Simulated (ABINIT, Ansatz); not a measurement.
# Quasiparticle gap of K2NaYF6 (Fm-3m) in ABINIT, part 2 of 2

Wanted: ground state, empty states, screening and self-energy for K2NaYF6 (Fm-3m).

ABINIT 10.8.3; PBEsol and many-body steps on it, plane waves. Known limits of the many-body steps: not at the basis limit; no spin-orbit coupling; coarse k mesh.

So far. Step 2 (Ground state): The gap is direct, at Γ. Step 3 (Empty states on the mesh, 2×2×2 mesh, 556 bands): On this mesh the gap is 6.161 eV.

## Step 4: Screening, 2×2×2 mesh, 506 bands, screening to 217.7 eV

The RPA dielectric matrix is built and inverted for each q.

This step: RPA screening on PBEsol, plane waves, norm-conserving pseudopotentials.

Input file run.abi:

```
acell 3*1.0 Angstrom
rprim 
  -0.000000000000 4.458286000000 4.458286000000
  4.458286000000 0.000000000000 4.458286000000
  4.458286000000 4.458286000000 0.000000000000
ntypat 4
znucl 19 11 39 9
natom 10
typat 1 1 2 3 4 4 4 4 4 4
xred 
  0.750000000000 0.750000000000 0.750000000000
  0.250000000000 0.250000000000 0.250000000000
  0.500000000000 0.500000000000 0.500000000000
  0.000000000000 -0.000000000000 0.000000000000
  0.755598000000 0.244402000000 0.244402000000
  0.244402000000 0.244402000000 0.755598000000
  0.244402000000 0.755598000000 0.755598000000
  0.244402000000 0.755598000000 0.244402000000
  0.755598000000 0.244402000000 0.755598000000
  0.755598000000 0.755598000000 0.244402000000
pp_dirpath "pseudos"
pseudos "K.upf, Na.upf, Y.upf, F.upf"
ecut 38
ngkpt 2 2 2
nshiftk 1
shiftk 0 0 0
kptopt 1
chksymbreak 0
istwfk *1
occopt 1
irdwfk 1
optdriver 3
nband 506
ecuteps 8
inclvkb 2
awtr 1
symchi 1
indata_prefix "in"
outdata_prefix "out"
tmpdata_prefix "tmp"
```

Launch:

```bash
> OMP_NUM_THREADS=1 mpirun -n 4 abinit run.abi > log
```

Numbers of over 12 decimals in the logs are rounded to 6 here.

The program printed:

```text
.Version 10.8.3 of ABINIT. v10.8.2 released Aug 2026.

 Symmetries : space group Fm -3 m (#225); Bravais cF (face-center cubic)
[... echo of the input left out ...]
== DATASET  1 ==================================================================
-   mpi_nproc: 4, omp_nthreads: 1 (-1 if OMP is not activated)

--- !DatasetInfo
iteration_state: {dtset: 1, }
dimensions: {natom: 10, nkpt: 3, mband: 506, nsppol: 1, nspinor: 1, nspden: 1, mpw: 13424, }
cutoff_energies: {ecut:  38.0, pawecutdg:  -1.0, }
electrons: {nelect:   8.00000000E+01, charge:   0.00000000E+00, occopt:   1.00000000E+00, tsmear:   1.00000000E-02, }

 SCREENING: Calculation of the susceptibility and dielectric matrices

 Based on a program developped by R.W. Godby, V. Olevano, G. Onida, and L. Reining.
 Incorporated in ABINIT by V. Olevano, G.-M. Rignanese, and M. Torrent.
.Using double precision arithmetic ; gwpc =  8

[... cell and pseudopotentials left out ...]
--------------------------------------------------------------------------------

 ==== K-mesh for the wavefunctions ====
 Number of points in the irreducible wedge :     3
[... list of points left out ...]
 Together with 48 symmetry operations and time-reversal symmetry
 yields     8 points in the full Brillouin Zone.

 ==== Q-mesh for the screening function ====
 Number of points in the irreducible wedge :     3
[... list of points left out ...]
 Together with 48 symmetry operations and time-reversal symmetry
 yields     8 points in the full Brillouin Zone.

 setmesh: FFT mesh size selected  =    50x   50x   50
          total number of points  =       125000

 vcoul_init : cutoff-mode = AUXILIARY_FUNCTION
 q-points for optical limit:   1
     1)      0.000010    0.000020    0.000030

- screening: taking advantage of time-reversal symmetry
- Maximum band index for partially occupied states nbvw = 40
- Remaining bands to be divided among processors   nbcw = 466
- Number of bands treated by each node ~116

 Number of electrons calculated from density =   80.0000; Expected =   80.0000
 average of density, n =  0.066890
 r_s =    1.5282
 omega_plasma =   24.9480 [eV]

 calculating chi0 at frequencies [eV] :
  1    0.000000E+00    0.000000E+00
  2    0.000000E+00    2.494798E+01

--------------------------------------------------------------------------------
  q-point number  1        q = ( 0.000000, 0.000000, 0.000000) [r.l.u.]
--------------------------------------------------------------------------------
[... chi0 elements left out ...]
 For q-point:  0.000010 0.000020 0.000030
  dielectric constant =   1.9333
  dielectric constant without local fields =   2.1407

  Average fulfillment of the sum rule on Im[epsilon] for q-point    1 :     71.36  [%]
[... wings left out ...]
  q-point number  2        q = ( 0.500000, 0.000000, 0.000000) [r.l.u.]
--------------------------------------------------------------------------------
[... chi0 elements left out ...]
  Average fulfillment of the sum rule on Im[epsilon] for q-point    2 :     74.13  [%]

 [... 1 further q-points ...]
```

It took 6.5 min on 4 MPI ranks of Arm Neoverse V2, shared host; peak memory 5.2 GiB; 26 min of CPU time.

This step gave:

| Property | Result |
| --- | --- |
| ε∞ with local fields, on this mesh, along the program's q direction | 1.933 |
| the same without local fields | 2.141 |
| plasma frequency | 24.95 eV |
| plane waves in the screening matrix | 1291 |

Local fields lower ε∞ by 10 %. On a Γ-centred mesh this coarse the value itself is usually too large, while a short band sum pulls it down.

## Step 5: Self-energy, 2×2×2 mesh, 506 bands, screening to 217.7 eV

The self-energy is evaluated for the states that the input lists, and the levels follow from it, in one-shot runs by the linearised quasiparticle equation.

This step: G0W0 on PBEsol, plane waves, norm-conserving pseudopotentials.

run.abi, as its differences from that of step 4:

```diff
@@ -31,8 +31,15 @@
 irdwfk 1
-optdriver 3
+optdriver 4
 nband 506
+gwcalctyp 0
+ecutsigx 38
+symsigma 1
+nkptgw 1
+kptgw 
+  0.0000000000 0.0000000000 0.0000000000
+bdgw 
+  38 44
 ecuteps 8
-inclvkb 2
-awtr 1
-symchi 1
+irdscr 1
+ppmodel 1
 indata_prefix "in"
```

The program printed:

```text
.Version 10.8.3 of ABINIT. v10.8.2 released Aug 2026.

 Symmetries : space group Fm -3 m (#225); Bravais cF (face-center cubic)
[... echo of the input left out ...]
== DATASET  1 ==================================================================
-   mpi_nproc: 4, omp_nthreads: 1 (-1 if OMP is not activated)

--- !DatasetInfo
iteration_state: {dtset: 1, }
dimensions: {natom: 10, nkpt: 3, mband: 506, nsppol: 1, nspinor: 1, nspden: 1, mpw: 13424, }
cutoff_energies: {ecut:  38.0, pawecutdg:  -1.0, }
electrons: {nelect:   8.00000000E+01, charge:   0.00000000E+00, occopt:   1.00000000E+00, tsmear:   1.00000000E-02, }

 SIGMA: Calculation of the GW corrections

 Based on a program developped by R.W. Godby, V. Olevano, G. Onida, and L. Reining.
 Incorporated in ABINIT by V. Olevano, G.-M. Rignanese, and M. Torrent.
.Using double precision arithmetic ; gwpc =  8

[... cell and pseudopotentials left out ...]
--------------------------------------------------------------------------------

 ==== K-mesh for the wavefunctions ====
 Number of points in the irreducible wedge :     3
[... list of points left out ...]
 Together with 48 symmetry operations and time-reversal symmetry
 yields     8 points in the full Brillouin Zone.

 ==== Q-mesh for screening function ====
 Number of points in the irreducible wedge :     3
[... list of points left out ...]
 Together with 48 symmetry operations and time-reversal symmetry
 yields     8 points in the full Brillouin Zone.

 vcoul_init : cutoff-mode = AUXILIARY_FUNCTION
 q-points for optical limit:   1
     1)      0.000010    0.000020    0.000030
 setmesh: FFT mesh size selected  =    72x   72x   72
          total number of points  =       373248

 Number of electrons calculated from density =   80.0000; Expected =   80.0000
 average of density, n =  0.066890
 r_s =    1.5282
 omega_plasma =   24.9480 [eV]

 === KS Band Gaps ===
  >>>> For spin  1
   Minimum direct gap =   6.1610 [eV], located at k-point      :   0.0000  0.0000  0.0000
   Fundamental gap    =   6.1610 [eV], Top of valence bands at :   0.0000  0.0000  0.0000
                                       Bottom of conduction at :   0.0000  0.0000  0.0000
 SIGMA fundamental parameters:
 PLASMON POLE MODEL  1
 number of plane-waves for SigmaX                13371
 number of plane-waves for SigmaC and W           1291
 number of plane-waves for wavefunctions         13371
 number of bands                                   506
 number of independent spin polarizations            1
 number of spinorial components                      1
 number of k-points in IBZ                           3
 number of q-points in IBZ                           3
 number of symmetry operations                      48
 number of k-points in BZ                            8
 number of q-points in BZ                            8
 number of frequencies for dSigma/dE                 9
 frequency step for dSigma/dE [eV]                0.25
 number of omega for Sigma on real axis              0
 max omega for Sigma on real axis  [eV]           0.00
 zcut for avoiding poles [eV]                     0.10

 EPSILON^-1 parameters (SCR file):
 dimension of the eps^-1 matrix on file           1291
 dimension of the eps^-1 matrix used              1291
 number of plane-waves for wavefunctions         13371
 number of bands                                   506
 number of q-points in IBZ                           3
 number of frequencies                               2
 number of real frequencies                          1
 number of imag frequencies                          1

 matrix elements of self-energy operator (all in [eV])

 Perturbative Calculation

--- !SelfEnergy_ee
iteration_state: {dtset: 1, }
kpoint     : [   0.000,    0.000,    0.000, ]
spin       : 1
KS_gap     :    6.161
QP_gap     :    9.582
Delta_QP_KS:    3.421
data: !SigmaeeData |
     Band     E0 <VxcDFT>   SigX SigC(E0)      Z dSigC/dE  Sig(E)    E-E0       E
       38  -0.772 -22.132 -29.441   4.784   0.806  -0.241 -24.166  -2.035  -2.807
       39  -0.772 -22.132 -29.441   4.784   0.806  -0.241 -24.166  -2.035  -2.807
       40  -0.772 -22.132 -29.441   4.784   0.806  -0.241 -24.166  -2.035  -2.807
       41   5.389  -8.175  -3.998  -2.638   0.900  -0.111  -6.789   1.386   6.775
       42   7.505 -13.709  -7.709  -3.144   0.874  -0.144 -11.213   2.496  10.001
       43   7.505 -13.709  -7.709  -3.144   0.874  -0.144 -11.213   2.496  10.001
       44   7.505 -13.709  -7.709  -3.144   0.874  -0.144 -11.213   2.496  10.001

== END DATASET(S) ==============================================================
================================================================================

 -outvars: echo values of variables after computation  --------
           etotal      0.0000000000E+00
            nband         506
             nkpt           3
          spgroup         225
 [... the other variables as echoed above ...]

 Calculation completed.
```

It took 2.8 min on 4 MPI ranks; peak memory 5.3 GiB; 11 min of CPU time.

Numbers from this step:

```yaml
g0w0_gap_on_the_points_computed: 9.582 eV
starting_gap_on_the_mesh: 6.161 eV
k_of_the_valence_top: 0, 0, 0
k_of_the_conduction_bottom: 0, 0, 0
z_at_the_valence_top: 0.806
z_at_the_conduction_bottom: 0.9
least_direct_g0w0_gap_on_the_computed_points: 9.582 eV
```

The gap on the mesh goes from 6.16 eV to 9.58 eV, a correction of +3.42 eV.

Limits: finite bands, cutoff and mesh; no spin-orbit coupling; coarse k mesh. v1 is the top filled band, c1 the lowest empty one. Levels before and after the correction, in eV, zero at the valence-band top of each column:

```
           conduction bottom  valence top
Kohn-Sham               6.16         0.00
     G0W0               9.58         0.00
```

```
             level  energy (eV)
Kohn-Sham  Γ v3-v1        0.000
Kohn-Sham     Γ c1        6.161
Kohn-Sham  Γ c2-c4        8.277
     G0W0  Γ v3-v1        0.000
     G0W0     Γ c1        9.582
     G0W0  Γ c2-c4       12.808
```

## Step 6: Where the time went

Times are wall times on the hardware named with each run, good to a factor of about two.

| step | time | share | memory (GiB) |
| --- | --- | --- | --- |
| ground state | 94 s | 8 % | 0.66 |
| empty states on the mesh | 9.3 min | 46 % | 0.77 |
| screening | 6.5 min | 32 % | 5.2 |
| self-energy | 2.8 min | 14 % | 5.3 |

## Step 7: Summary of results

- PBEsol gap: 6.16 eV, direct
- G0W0 gap on the mesh: 9.58 eV
- GW settings: 2×2×2 mesh, 506 bands, screening to 217.7 eV, Godby-Needs plasmon pole
- known limits: not at the basis limit; no spin-orbit coupling; coarse k mesh

In words: G0W0 moves the gap on the mesh from 6.16 eV to 9.58 eV (+3.42 eV), with Z of 0.81 and 0.90 at the edges. Local fields lower the RPA ε∞ on this mesh from 2.14 to 1.93; a Γ-centred mesh this coarse tends to raise both, most where the direct gap is narrow, while a short band sum lowers them. Only 1 of the mesh's irreducible points was corrected, so a valley elsewhere could overtake. Bands and cutoff are finite, so the gap is not at the basis limit. The miss can reach some tenths of an eV and take either sign; the mesh is an error of its own. In the G0W0 run levels were corrected at 1 k point alone, so a gap called «on the mesh» is the least over those, and an edge elsewhere would be missed. The 2×2×2 mesh is coarse for this cell, which bears on the long-range parts of exchange and screening. The many-body steps are scalar-relativistic: spin-orbit coupling is not in them.

[Paths, hosts, dates, memory and timing lines, banners, echoed tables and standing remarks are left out of the program output.]

[Logs are printed without paths, hosts, clocks, repeated set-up lines and the standing remarks that a program may print on its own settings, such as how far it seeks lower states.]

[Runs of the session that timed out or met a known fault of the program may be left out.]

[Hosts, paths, dates, database ids (printed as entryN), source tags and the programs' standing remarks are cut or masked in the printed files.]

[G0W0 gaps are taken among the corrected bands and points alone; a level outside them can change the order at an edge.]

[Where Ansatz stands beside ABINIT at settings called matched, ABINIT's density can come from a denser mesh and the files from another edition; pairs whose starting gaps differed by over 0.03 eV were left out, so agreement reads better than it is.]
